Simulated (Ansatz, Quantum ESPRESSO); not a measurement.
# Ge chain with one atom pushed 1.0 Å aside at constant bond length: ballistic transmission, part 2 of 4

Aim: the zero-bias transmission with pwcond for this junction: Ge chain with one atom pushed 1.0 Å aside at constant bond length.

Quantum ESPRESSO 7.5; plane-wave DFT, PBE, GBRV ultrasoft pseudopotentials; cross-check by Ansatz 0.2.0 with PAW datasets.

So far. Step 2 (Self-consistent run): The run needed 12 iterations to bring the estimated error under 1e-07 Ry; the largest force on any atom, held or free, is 0.63 eV/Å.

### Step 3. The open system

Level of this step: transmission by pwcond, lead and junction from one cell; plane-wave DFT, PBE, GBRV ultrasoft pseudopotentials (Quantum ESPRESSO).

prefixt takes both regions from one run: the lead from 0 to bdl, the scattering region from bdl to bds (units of alat). ikind = 1 puts the same lead on both sides. The program's T_tot counts both spins in a run without spin; the tables below give T per spin.

The input, cond.in:

```
&inputcond
  outdir = './out'
  prefixt = 'scf'
  tran_file = 'cond.dat'
  bdl = 0.6266666667
  bds = 3.3870978747
  ikind = 1
  ewind = 4.0
  epsproj = 1e-05
  nz1 = 7
  energy0 = 2.0
  denergy = -0.1
/
1
  0.00000000 0.00000000 1.00000000
41
```

Launch:

```
> OMP_NUM_THREADS=1 mpirun -n 2 pwcond.x -in cond.in > cond.out
```

The program printed:

```text
[banner, memory and clock lines left out]
Program PWCOND v.7.5 starts

          URL

     ./out/scf.save/

     IMPORTANT: XC functional enforced from input :
     Exchange-correlation= PBE
                           (   1   4   3   4   0   0   0)
     Any further DFT definition will be discarded
     Please, verify this is what you really want

     Check: negative core charge=   -0.000002

     negative rho (up, down):  1.366E-04 0.000E+00
     Reading collected, re-writing distributed wavefunctions

===== INPUT FILE containing all the regions =====

     GEOMETRY:

     lattice parameter (alat)  =      14.1729  a.u.
     the volume                =    9642.9105 (a.u.)^3
     the cross section         =     200.8724 (a.u.)^2
     l of the unit cell        =       3.3871 (alat)
     number of atoms/cell      =           11
     number of atomic types    =            1

     crystal axes: (cart. coord. in units of alat)
               a(1) = (  1.0000  0.0000  0.0000 )
               a(2) = (  0.0000  1.0000  0.0000 )
               a(3) = (  0.0000  0.0000  3.3871 )

   Cartesian axes

     site n.     atom                  positions (alat units)
          1        Ge     tau(  1)=(  0.5000  0.5000  3.3871  )
          2        Ge     tau(  2)=(  0.5000  0.5000  0.3133  )
          3        Ge     tau(  3)=(  0.5000  0.5000  0.6267  )
          4        Ge     tau(  4)=(  0.5000  0.5000  0.9400  )
          5        Ge     tau(  5)=(  0.5000  0.5000  1.2533  )
          6        Ge     tau(  6)=(  0.6333  0.5000  1.5369  )
          7        Ge     tau(  7)=(  0.5000  0.5000  1.8204  )
          8        Ge     tau(  8)=(  0.5000  0.5000  2.1338  )
          9        Ge     tau(  9)=(  0.5000  0.5000  2.4471  )
         10        Ge     tau( 10)=(  0.5000  0.5000  2.7604  )
         11        Ge     tau( 11)=(  0.5000  0.5000  3.0738  )

     nr1s                      =           54
     nr2s                      =           54
     nr3s                      =          180
     nr1sx                     =           54
     nr2sx                     =           54
     nr3sx                     =          180
     nr1                       =           60
     nr2                       =           60
     nr3                       =          200
     nr1x                      =           60
     nr2x                      =           60
     nr3x                      =          200

 _______________________________
  Radii of nonlocal spheres:

     type       ibeta     ang. mom.          radius (alat units)
       Ge         1         0                    0.1426
       Ge         2         0                    0.1426
       Ge         3         1                    0.1426
       Ge         4         1                    0.1426
       Ge         5         2                    0.1426
       Ge         6         2                    0.1426
----- General information -----

--- T calc. with identical leads (ikind=1) ---

     nrx                       =           54
     nry                       =           54
     nz1                       =            7

     energy0               =         2.0E+00
     denergy               =        -1.0E-01
     nenergy               =         41
     ecut2d                =         3.4E+01
     ewind                 =         4.0E+00
     epsproj               =         1.0E-05

     number of k_|| points=    1
                       cryst. coord.
        k(    1) = (   0.0000000   0.0000000), wk =   1.0000000
----- Information about left/right lead -----

     nocros                   =           18
     noins                    =           18
     norb                     =           54
     norbf                    =          180
     nrz                      =           33

      iorb      type   ibeta   ang. mom.   m       position (alat)
        1        1       1        0        1   taunew(   1)=(  0.5000  0.5000  0.0000)
        2        1       2        0        1   taunew(   2)=(  0.5000  0.5000  0.0000)
        3        1       3        1        1   taunew(   3)=(  0.5000  0.5000  0.0000)
        4        1       3        1        2   taunew(   4)=(  0.5000  0.5000  0.0000)
        5        1       3        1        3   taunew(   5)=(  0.5000  0.5000  0.0000)
        6        1       4        1        1   taunew(   6)=(  0.5000  0.5000  0.0000)
        7        1       4        1        2   taunew(   7)=(  0.5000  0.5000  0.0000)
        8        1       4        1        3   taunew(   8)=(  0.5000  0.5000  0.0000)
        9        1       5        2        1   taunew(   9)=(  0.5000  0.5000  0.0000)
       10        1       5        2        2   taunew(  10)=(  0.5000  0.5000  0.0000)
       11        1       5        2        3   taunew(  11)=(  0.5000  0.5000  0.0000)
       12        1       5        2        4   taunew(  12)=(  0.5000  0.5000  0.0000)
       13        1       5        2        5   taunew(  13)=(  0.5000  0.5000  0.0000)
       14        1       6        2        1   taunew(  14)=(  0.5000  0.5000  0.0000)
       15        1       6        2        2   taunew(  15)=(  0.5000  0.5000  0.0000)
       16        1       6        2        3   taunew(  16)=(  0.5000  0.5000  0.0000)
       17        1       6        2        4   taunew(  17)=(  0.5000  0.5000  0.0000)
       18        1       6        2        5   taunew(  18)=(  0.5000  0.5000  0.0000)
       19        1       1        0        1   taunew(  19)=(  0.5000  0.5000  0.3133)
       20        1       2        0        1   taunew(  20)=(  0.5000  0.5000  0.3133)
       21        1       3        1        1   taunew(  21)=(  0.5000  0.5000  0.3133)
       22        1       3        1        2   taunew(  22)=(  0.5000  0.5000  0.3133)
       23        1       3        1        3   taunew(  23)=(  0.5000  0.5000  0.3133)
       24        1       4        1        1   taunew(  24)=(  0.5000  0.5000  0.3133)
       25        1       4        1        2   taunew(  25)=(  0.5000  0.5000  0.3133)
       26        1       4        1        3   taunew(  26)=(  0.5000  0.5000  0.3133)
       27        1       5        2        1   taunew(  27)=(  0.5000  0.5000  0.3133)
       28        1       5        2        2   taunew(  28)=(  0.5000  0.5000  0.3133)
       29        1       5        2        3   taunew(  29)=(  0.5000  0.5000  0.3133)
       30        1       5        2        4   taunew(  30)=(  0.5000  0.5000  0.3133)
       31        1       5        2        5   taunew(  31)=(  0.5000  0.5000  0.3133)
       32        1       6        2        1   taunew(  32)=(  0.5000  0.5000  0.3133)
       33        1       6        2        2   taunew(  33)=(  0.5000  0.5000  0.3133)
[...]
166        1       3        1        2   taunew( 166)=(  0.5000  0.5000  2.7604)
      167        1       3        1        3   taunew( 167)=(  0.5000  0.5000  2.7604)
      168        1       4        1        1   taunew( 168)=(  0.5000  0.5000  2.7604)
      169        1       4        1        2   taunew( 169)=(  0.5000  0.5000  2.7604)
      170        1       4        1        3   taunew( 170)=(  0.5000  0.5000  2.7604)
      171        1       5        2        1   taunew( 171)=(  0.5000  0.5000  2.7604)
      172        1       5        2        2   taunew( 172)=(  0.5000  0.5000  2.7604)
      173        1       5        2        3   taunew( 173)=(  0.5000  0.5000  2.7604)
      174        1       5        2        4   taunew( 174)=(  0.5000  0.5000  2.7604)
      175        1       5        2        5   taunew( 175)=(  0.5000  0.5000  2.7604)
      176        1       6        2        1   taunew( 176)=(  0.5000  0.5000  2.7604)
      177        1       6        2        2   taunew( 177)=(  0.5000  0.5000  2.7604)
      178        1       6        2        3   taunew( 178)=(  0.5000  0.5000  2.7604)
      179        1       6        2        4   taunew( 179)=(  0.5000  0.5000  2.7604)
      180        1       6        2        5   taunew( 180)=(  0.5000  0.5000  2.7604)
 ngper, shell number =          545          70
 ngper, n2d =          545         173
---  E-Ef =    2.0000000  k =    0.0000000   0.0000000
---  ie =          1  ik =          1
 Nchannels of the left tip =            3
 Right moving states:
   k1(2pi/a)   k2(2pi/a)   E-Ef (eV)
  -0.3148255  -0.0000152   2.0000000
  -0.3160073  -0.0000140   2.0000000
   0.3223379  -0.0000129   2.0000000
 Left moving states:
   k1(2pi/a)   k2(2pi/a)   E-Ef (eV)
   0.3148255  -0.0000152   2.0000000
   0.3160073  -0.0000140   2.0000000
  -0.3223379  -0.0000129   2.0000000

 to transmit
 Band j to band i transmissions and reflections:
    j         i     |T_ij|^2    |R_ij|^2

    1 -->     1     0.36053     0.29600
    1 -->     2     0.00000     0.00000
    1 -->     3     0.29058     0.05289
   Total T_j, R_j =    0.65111  0.34889

    2 -->     1     0.00000     0.00000
    2 -->     2     0.99577     0.00423
    2 -->     3     0.00000     0.00000
   Total T_j, R_j =    0.99577  0.00423

    3 -->     1     0.30509     0.05289
    3 -->     2     0.00000     0.00000
    3 -->     3     0.56854     0.07348
   Total T_j, R_j =    0.87363  0.12637

E-Ef(ev), T(x2 spins) =    2.0000000   5.0410362
---  E-Ef =    1.9000000  k =    0.0000000   0.0000000
---  ie =          2  ik =          1
 Nchannels of the left tip =            3
 Right moving states:
   k1(2pi/a)   k2(2pi/a)   E-Ef (eV)
   0.3167921  -0.0000130   1.9000000
  -0.3263971  -0.0000150   1.9000000
  -0.3276206  -0.0000140   1.9000000
 Left moving states:
   k1(2pi/a)   k2(2pi/a)   E-Ef (eV)
  -0.3167921  -0.0000130   1.9000000
   0.3263971  -0.0000150   1.9000000
   0.3276206  -0.0000140   1.9000000

 to transmit
 Band j to band i transmissions and reflections:
    j         i     |T_ij|^2    |R_ij|^2

    1 -->     1     0.54237     0.05809
    1 -->     2     0.32288     0.07666
    1 -->     3     0.00000     0.00000
   Total T_j, R_j =    0.86525  0.13475

    2 -->     1     0.32335     0.07667
    2 -->     2     0.39426     0.20573
    2 -->     3     0.00000     0.00000
   Total T_j, R_j =    0.71761  0.28239

    3 -->     1     0.00000     0.00000
    3 -->     2     0.00000     0.00000
    3 -->     3     0.99649     0.00351
   Total T_j, R_j =    0.99649  0.00351

E-Ef(ev), T(x2 spins) =    1.9000000   5.1586895
---  E-Ef =    1.8000000  k =    0.0000000   0.0000000
---  ie =          3  ik =          1
 Nchannels of the left tip =            3
 Right moving states:
   k1(2pi/a)   k2(2pi/a)   E-Ef (eV)
   0.3111901  -0.0000129   1.8000000
  -0.3381305  -0.0000151   1.8000000
  -0.3393570  -0.0000140   1.8000000
 Left moving states:
   k1(2pi/a)   k2(2pi/a)   E-Ef (eV)
  -0.3111901  -0.0000129   1.8000000
   0.3381305  -0.0000151   1.8000000
   0.3393570  -0.0000140   1.8000000

 to transmit
 Band j to band i transmissions and reflections:
    j         i     |T_ij|^2    |R_ij|^2

    1 -->     1     0.51980     0.06692
    1 -->     2     0.35851     0.05477
    1 -->     3     0.00000     0.00000
   Total T_j, R_j =    0.87831  0.12169

    2 -->     1     0.35389     0.05477
    2 -->     2     0.39657     0.19477
    2 -->     3     0.00000     0.00000
   Total T_j, R_j =    0.75046  0.24954

    3 -->     1     0.00000     0.00000
    3 -->     2     0.00000     0.00000
    3 -->     3     0.99710     0.00290
   Total T_j, R_j =    0.99710  0.00290

E-Ef(ev), T(x2 spins) =    1.8000000   5.2517406
[... further energies and points left out ...]
---  E-Ef =   -1.8000000  k =    0.0000000   0.0000000
---  ie =         39  ik =          1
 Nchannels of the left tip =            1
 Right moving states:
   k1(2pi/a)   k2(2pi/a)   E-Ef (eV)
   0.0940945  -0.0000105  -1.8000000
 Left moving states:
   k1(2pi/a)   k2(2pi/a)   E-Ef (eV)
  -0.0940945  -0.0000105  -1.8000000

 to transmit
 Band j to band i transmissions and reflections:
    j         i     |T_ij|^2    |R_ij|^2

    1 -->     1     0.47815     0.52185
   Total T_j, R_j =    0.47815  0.52185

E-Ef(ev), T(x2 spins) =   -1.8000000   0.9562931
---  E-Ef =   -1.9000000  k =    0.0000000   0.0000000
---  ie =         40  ik =          1
 Nchannels of the left tip =            1
 Right moving states:
   k1(2pi/a)   k2(2pi/a)   E-Ef (eV)
   0.0874774  -0.0000105  -1.9000000
 Left moving states:
   k1(2pi/a)   k2(2pi/a)   E-Ef (eV)
  -0.0874774  -0.0000105  -1.9000000

 to transmit
 Band j to band i transmissions and reflections:
    j         i     |T_ij|^2    |R_ij|^2

    1 -->     1     0.52508     0.47493
   Total T_j, R_j =    0.52508  0.47493

E-Ef(ev), T(x2 spins) =   -1.9000000   1.0501503
---  E-Ef =   -2.0000000  k =    0.0000000   0.0000000
---  ie =         41  ik =          1
 Nchannels of the left tip =            1
 Right moving states:
   k1(2pi/a)   k2(2pi/a)   E-Ef (eV)
   0.0808165  -0.0000104  -2.0000000
 Left moving states:
   k1(2pi/a)   k2(2pi/a)   E-Ef (eV)
  -0.0808165  -0.0000104  -2.0000000

 to transmit
 Band j to band i transmissions and reflections:
    j         i     |T_ij|^2    |R_ij|^2

    1 -->     1     0.56809     0.43191
   Total T_j, R_j =    0.56809  0.43191

E-Ef(ev), T(x2 spins) =   -2.0000000   1.1361780
   T_tot     2.00000      0.50410E+01
   T_tot     1.90000      0.51587E+01
   T_tot     1.80000      0.52517E+01
   T_tot     1.70000      0.53309E+01
   T_tot     1.60000      0.53997E+01
   T_tot     1.50000      0.54587E+01
   T_tot     1.40000      0.55081E+01
   T_tot     1.30000      0.55486E+01
   T_tot     1.20000      0.55806E+01
   T_tot     1.10000      0.56045E+01
   T_tot     1.00000      0.56209E+01
   T_tot     0.90000      0.56299E+01
   T_tot     0.80000      0.56319E+01
   T_tot     0.70000      0.56259E+01
   T_tot     0.60000      0.55910E+01
   T_tot     0.50000      0.56221E+01
   T_tot     0.40000      0.55981E+01
   T_tot     0.30000      0.55745E+01
   T_tot     0.20000      0.55479E+01
   T_tot     0.10000      0.55178E+01
   T_tot    -0.00000      0.54839E+01
   T_tot    -0.10000      0.54455E+01
   T_tot    -0.20000      0.54019E+01
   T_tot    -0.30000      0.53519E+01
   T_tot    -0.40000      0.52940E+01
   T_tot    -0.50000      0.52258E+01
   T_tot    -0.60000      0.51442E+01
   T_tot    -0.70000      0.50448E+01
   T_tot    -0.80000      0.49207E+01
   T_tot    -0.90000      0.47558E+01
   T_tot    -1.00000      0.44966E+01
   T_tot    -1.10000      0.38841E+01
   T_tot    -1.20000      0.42677E+00
   T_tot    -1.30000      0.44884E+00
   T_tot    -1.40000      0.53809E+00
   T_tot    -1.50000      0.64205E+00
   T_tot    -1.60000      0.74970E+00
   T_tot    -1.70000      0.85553E+00
   T_tot    -1.80000      0.95629E+00
   T_tot    -1.90000      0.10502E+01
   T_tot    -2.00000      0.11362E+01

Note: The following floating-point exceptions are signalling: IEEE_UNDERFLOW_FLAG
Note: The following floating-point exceptions are signalling: IEEE_UNDERFLOW_FLAG
```

The job ended after 5.4 min (2 MPI ranks of Arm Neoverse V2, shared host; peak memory 0.61 GiB; 11 min of CPU time).

Numbers from this step:

* lead channels at the Fermi level, one spin: 3
* transmission at the Fermi level, one spin: 2.742
* conductance: 2.742 G₀

Per spin. Table of open channels by energy, zero at the Fermi level:

energy (eV), open channels and a bar from the least value:
```
    -2.00       1.00 
    -1.80       1.00 
    -1.60       1.00 
    -1.40       1.00 
    -1.20       1.00 
    -1.00       3.00 ##############################
    -0.90       3.00 ##############################
    -0.70       3.00 ##############################
    -0.50       3.00 ##############################
    -0.30       3.00 ##############################
    -0.10       3.00 ##############################
     0.00       3.00 ##############################
     0.10       3.00 ##############################
     0.30       3.00 ##############################
     0.50       3.00 ##############################
     0.70       3.00 ##############################
     0.90       3.00 ##############################
     1.00       3.00 ##############################
     1.20       3.00 ##############################
     1.40       3.00 ##############################
     1.60       3.00 ##############################
     1.80       3.00 ##############################
     2.00       3.00 ##############################
```

Per spin. The transmission by energy, zero at the Fermi level:

energy (eV), transmission and a bar:
```
    -2.00       0.57 ####
    -1.90       0.53 ####
    -1.80       0.48 ###
    -1.70       0.43 ##
    -1.60       0.37 ##
    -1.50       0.32 #
    -1.40       0.27 #
    -1.20       0.21 
    -1.10       1.94 ####################
    -1.00       2.25 #######################
    -0.90       2.38 #########################
    -0.80       2.46 ##########################
    -0.70       2.52 ###########################
    -0.60       2.57 ###########################
    -0.50       2.61 ############################
    -0.40       2.65 ############################
    -0.30       2.68 ############################
    -0.20       2.70 #############################
    -0.10       2.72 #############################
     0.00       2.74 #############################
     0.10       2.76 #############################
     0.20       2.77 ##############################
     0.30       2.79 ##############################
     0.40       2.80 ##############################
     0.50       2.81 ##############################
     0.60       2.80 ##############################
     0.70       2.81 ##############################
     0.80       2.82 ##############################
     0.90       2.81 ##############################
     1.00       2.81 ##############################
     1.10       2.80 ##############################
     1.20       2.79 ##############################
     1.40       2.75 #############################
     1.50       2.73 #############################
     1.60       2.70 #############################
     1.70       2.67 ############################
     1.80       2.63 ############################
     1.90       2.58 ###########################
     2.00       2.52 ###########################
```

The program's own clock; routines nest. Time by routine:

```csv
routine,wall time (s),calls
PWCOND,321,1
scatter_forw,277.9,82
compbs,24.24,41
compbs_2,19.74,41
local,13.67,1
init,1.08,1
poten,0.06,1
```

At no point does T exceed the number of channels.

(Part 2 of 4 ends here.)

[Logs are printed without paths, hosts, clocks, repeated set-up lines and the standing remarks that a program may print on its own settings, such as how far it seeks lower states.]

[Hosts, paths, dates, database ids (printed as entryN), source tags and the programs' standing remarks are cut or masked in the printed files.]

[Maps of the electrostatic potential energy from Ansatz leave out the sawtooth potential of an applied field or a dipole correction, so their vacuum need not be flat; planar profiles and work functions include it.]
